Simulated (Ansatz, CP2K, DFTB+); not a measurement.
# CP2K runs on h-BN/1T-TaS2 heterobilayer (59 atoms), part 2 of 2

Aim: run h-BN/1T-TaS2 heterobilayer (59 atoms) in CP2K and see how near its forces come to a plane-wave reference, and at what cost.

Program: CP2K 2026.2; the method stands at each step. Banners, paths, timers and routine set-up lines are dropped from the logs unmarked, and long logs keep their key lines alone; longer cuts are marked.

So far. Step 2 (PBE, DZVP-MOLOPT-SR, 600/50 Ry, diagonalisation): Forces lie 5.9 % from the reference's, at 19 times its CPU time (on 2 against 4 cores). Step 3 (PBE, DZVP-UZH, 600/50 Ry, diagonalisation): Against the first run (5.9 %), the force difference from the reference is 4.6 %, at 1.2 times the CPU time (on 4 against 2 cores), with 884 basis functions against 884; this set comes with other potentials too, so the change isn't the basis's alone.

## 4. PBE, TZVP-MOLOPT (SR for B, Ta), 600/50 Ry, diagonalisation

Method: Kohn-Sham DFT, PBE, GTH-PBE pseudopotentials, Gaussian and plane waves, TZVP-MOLOPT-GTH, diagonalisation.

Input file input.inp:

```
&GLOBAL
  PROJECT cell
  RUN_TYPE ENERGY_FORCE
  PRINT_LEVEL LOW
&END GLOBAL
&FORCE_EVAL
  METHOD QS
  &DFT
    BASIS_SET_FILE_NAME BASIS_MOLOPT
    BASIS_SET_FILE_NAME BASIS_MOLOPT_UCL
    POTENTIAL_FILE_NAME GTH_POTENTIALS
    &MGRID
      CUTOFF 600
      REL_CUTOFF 50
      NGRIDS 5
    &END MGRID
    &QS
      EPS_DEFAULT 1.0E-12
    &END QS
    &SCF
      SCF_GUESS ATOMIC
      EPS_SCF 1.0E-06
      MAX_SCF 200
      ADDED_MOS 32
      &DIAGONALIZATION
        ALGORITHM STANDARD
      &END DIAGONALIZATION
      &SMEAR ON
        METHOD FERMI_DIRAC
        ELECTRONIC_TEMPERATURE [K] 580
      &END SMEAR
      &MIXING
        METHOD BROYDEN_MIXING
        ALPHA 0.15
        NBROYDEN 8
      &END MIXING
      &PRINT
        &RESTART OFF
        &END RESTART
      &END PRINT
    &END SCF
    &XC
      &XC_FUNCTIONAL PBE
      &END XC_FUNCTIONAL
    &END XC
    &PRINT
      &MULLIKEN ON
      &END MULLIKEN
      &HIRSHFELD ON
        SHAPE_FUNCTION DENSITY
      &END HIRSHFELD
      &MO ON
        EIGENVALUES T
        OCCUPATION_NUMBERS T
        MO_INDEX_RANGE 166 189
        &EACH
          QS_SCF 0
        &END EACH
        ADD_LAST NUMERIC
      &END MO
    &END PRINT
  &END DFT
  &SUBSYS
    &CELL
      A 10.04800 0.00000 0.00000
      B -5.02400 8.70182 0.00000
      C 0.00000 0.00000 18.37000
    &END CELL
    &TOPOLOGY
      COORD_FILE_NAME structure.xyz
      COORD_FILE_FORMAT XYZ
    &END TOPOLOGY
    &KIND B
      BASIS_SET TZVP-MOLOPT-SR-GTH-q3
      POTENTIAL GTH-PBE-q3
    &END KIND
    &KIND N
      BASIS_SET TZVP-MOLOPT-GTH-q5
      POTENTIAL GTH-PBE-q5
    &END KIND
    &KIND Ta
      BASIS_SET TZVP-MOLOPT-SR-GTH-q13
      POTENTIAL GTH-PBE-q13
    &END KIND
    &KIND S
      BASIS_SET TZVP-MOLOPT-GTH-q6
      POTENTIAL GTH-PBE-q6
    &END KIND
  &END SUBSYS
  &PRINT
    &FORCES ON
    &END FORCES
  &END PRINT
&END FORCE_EVAL
```

Input file structure.xyz:

```xyz
59

B 0.01472 1.47974 5.94912
N 1.26323 0.70502 6.08194
B -1.29624 3.63066 5.96456
N -0.08470 2.92486 5.94159
B -2.50160 5.82630 5.97539
N -1.23982 5.09735 5.98237
B -3.79528 7.99515 5.98789
N -2.51461 7.19902 6.01066
B 2.46980 1.45738 6.00111
N 3.76815 0.73609 5.95702
B 1.26514 3.68574 5.96474
N 2.53149 2.90397 6.00662
B 0.00588 5.76121 6.00111
N 1.28429 5.06524 6.01085
B -1.23806 7.96069 6.01287
N -0.03652 7.29552 6.00919
B 4.97607 1.43806 6.01305
N 6.26814 0.77081 5.98421
B 3.68716 3.63223 6.02407
N 5.01425 2.96088 6.01103
[... 35 atom lines left out ...]
S 2.54918 5.56951 12.31139
Ta -0.77149 7.42039 10.79770
S 4.21499 0.62975 9.33251
S 0.86232 8.38124 12.34005
```

Command:

```console
$ OMP_NUM_THREADS=1 mpirun -np 4 cp2k.psmp -i input.inp > output.txt
```

Numbers of over 12 decimals in the logs are rounded to 6 here.

Output:

```text
CP2K| version string:                                       CP2K version 2026.2
 CP2K| Input file name                                                 input.inp
 GLOBAL| Basis set file name                                        BASIS_MOLOPT
 GLOBAL| Potential file name                                      GTH_POTENTIALS
[... lines left out ...]
                        Smear method:                                FERMI_DIRAC
[... lines left out ...]
 Number of electrons:                                                        353
[... lines left out ...]
  Step     Update method      Time    Convergence         Total energy    Change
[... lines left out ...]
  *** SCF run converged in    33 steps ***
[... lines left out ...]
  Fermi energy:                                                 0.00154694
  Total energy:                                              -914.950457
  Total energy (extrapolated to T->0):                       -914.944543
[... lines left out ...]
 MO| E(Fermi):            0.001547 a.u.          0.042094 eV
[... lines left out ...]
     59       S      4       6.000          6.119                        -0.119
  Total Charge                                                            0.000
 !-----------------------------------------------------------------------------!
 ENERGY| Total FORCE_EVAL ( QS ) energy [hartree]           -914.950460
 FORCES| Atomic forces [hartree/bohr]
 FORCES|   Atom     x               y               z               |f|
 FORCES|      1  6.82732676E-03  2.21281900E-03  2.00686799E-02   2.13133965E-02
 FORCES|      2 -1.66996539E-02  3.54370590E-02 -1.90309656E-02   4.35527410E-02
 FORCES|      3 -1.50066209E-02  1.58228936E-02  6.15772660E-03   2.26601022E-02
[...]
FORCES|     58 -8.06950344E-04  4.54538423E-03 -1.00236143E-02   1.10356028E-02
 FORCES|     59  2.64207934E-03  4.26971454E-03  1.66602325E-02   1.74004136E-02
 FORCES| Sum    -8.58039160E-06 -5.22121221E-05 -1.86795487E-05
 FORCES| Total atomic force                                       5.61128716E-05
```

Run time: 4.5 min. Hardware: 4 MPI ranks of AMD EPYC 9R45, shared host; peak memory 6.1 GiB; 18 min of CPU time.

Against the reference:

| Quantity | Value |
| --- | --- |
| r.m.s. force component | 1.232 eV/Å |
| r.m.s. difference of force components | 75.85 meV/Å |
| longest difference of force vectors | 255.9 meV/Å |
| force difference over r.m.s. force | 6.134 % |
| slope of forces against the reference's | 0.9943 |
| correlation of force components | 0.9981 |

Against the first run (5.9 %), the force difference from the reference is 6.1 %, at 2.4 times the CPU time (on 4 against 2 cores), with 1165 basis functions against 884: size alone doesn't set the difference here.

The difference per atom is largest on S (0.23 eV/Å on average, against 0.049 on Ta).

## 5. The ladder

Differences are against the plane-wave reference, forces as r.m.s. over components; share is that over the reference's r.m.s. force, slope the least-squares factor from reference forces to these. Total energies of different programs have different zeros and aren't compared.

| run | Δ force, r.m.s. (meV/Å) | share (%) | slope | cores | CPU time | memory (GiB) |
| --- | --- | --- | --- | --- | --- | --- |
| reference | - | - | - | 4 | 24 s | 1.7 |
| CP2K PBE, DZVP-MOLOPT-SR, 600/50 Ry, diagonalisation | 72.8 | 5.88 | 1.008 | 2 | 7.4 min | 4.5 |
| CP2K PBE, DZVP-UZH, 600/50 Ry, diagonalisation | 57.0 | 4.61 | 1.008 | 4 | 8.6 min | 5.8 |
| CP2K PBE, TZVP-MOLOPT (SR for B, Ta), 600/50 Ry, diagonalisation | 75.8 | 6.13 | 0.994 | 4 | 18 min | 6.1 |

CPU time is summed over cores on a shared host, where runs went side by side, so it is rough. Symmetry, cutoffs, thresholds, outputs and thread counts weren't matched or tuned between programs; memory under MPI is the largest rank's times the ranks.

Mean charges by element (e), by run and scheme:

| run | scheme | B | N | Ta | S |
| --- | --- | --- | --- | --- | --- |
| reference | Löwdin | +0.41 | -0.34 | +0.57 | -0.18 |
| CP2K PBE, DZVP-MOLOPT-SR, 600/50 Ry, diagonalisation | Mulliken | +0.09 | -0.09 | -0.61 | +0.30 |
| CP2K PBE, DZVP-MOLOPT-SR, 600/50 Ry, diagonalisation | Hirshfeld | +0.21 | -0.22 | +0.25 | -0.11 |
| CP2K PBE, DZVP-UZH, 600/50 Ry, diagonalisation | Mulliken | +0.39 | -0.39 | 0.00 | 0.00 |
| CP2K PBE, DZVP-UZH, 600/50 Ry, diagonalisation | Hirshfeld | +0.21 | -0.22 | +0.25 | -0.11 |
| CP2K PBE, TZVP-MOLOPT (SR for B, Ta), 600/50 Ry, diagonalisation | Mulliken | +0.47 | -0.46 | +0.10 | -0.06 |
| CP2K PBE, TZVP-MOLOPT (SR for B, Ta), 600/50 Ry, diagonalisation | Hirshfeld | +0.21 | -0.22 | +0.25 | -0.11 |

The reference's Löwdin charges lack the electrons that the projection spills, 0.048 e an atom on average.

Further runs of this program without a result: CP2K GFN1-xTB, diagonalisation (not converged).

## 6. Outcome

```yaml
nearest_in_forces: CP2K PBE, DZVP-UZH, 600/50 Ry, diagonalisation, 4.6 %
its_cpu_time: 8.6 min
```

In words: The PBE runs in local orbitals differ by 4.6 % (CP2K PBE, DZVP-UZH, 600/50 Ry, diagonalisation) to 6.1 % (CP2K PBE, TZVP-MOLOPT (SR for B, Ta), 600/50 Ry, diagonalisation); basis, grid and potentials can all enter. None of the electronic-structure runs in the table takes under half the reference's CPU time of 24 s; they take 19 to 45 times as much. Charges hang on scheme and program or settings: among these rows the mean for Ta runs from -0.61 to +0.57 e, even in sign. The electron count is odd in these runs, and they have no spin polarisation, so the unpaired electron is spread evenly over both spins. The reference's PBE has no dispersion term, which matters for the binding between molecules or layers. The electron count is odd and the run has no spin polarisation, so levels at the top are partly filled by construction. The electronic-structure runs sample only Γ, in a cell whose shortest periodic width is 9 Å, which is coarse for a cell with partly filled levels. Spin–orbit coupling is left out, which matters for the levels of the heavy elements.

[Also dropped from logs without a mark: logging warnings of Python, and SIESTA's first energy breakdown and zero terms.]

[Logs are printed without paths, hosts, clocks, repeated set-up lines and the standing remarks that a program may print on its own settings, such as how far it seeks lower states.]

[Hosts, paths, dates, database ids (printed as entryN), source tags and the programs' standing remarks are cut or masked in the printed files.]
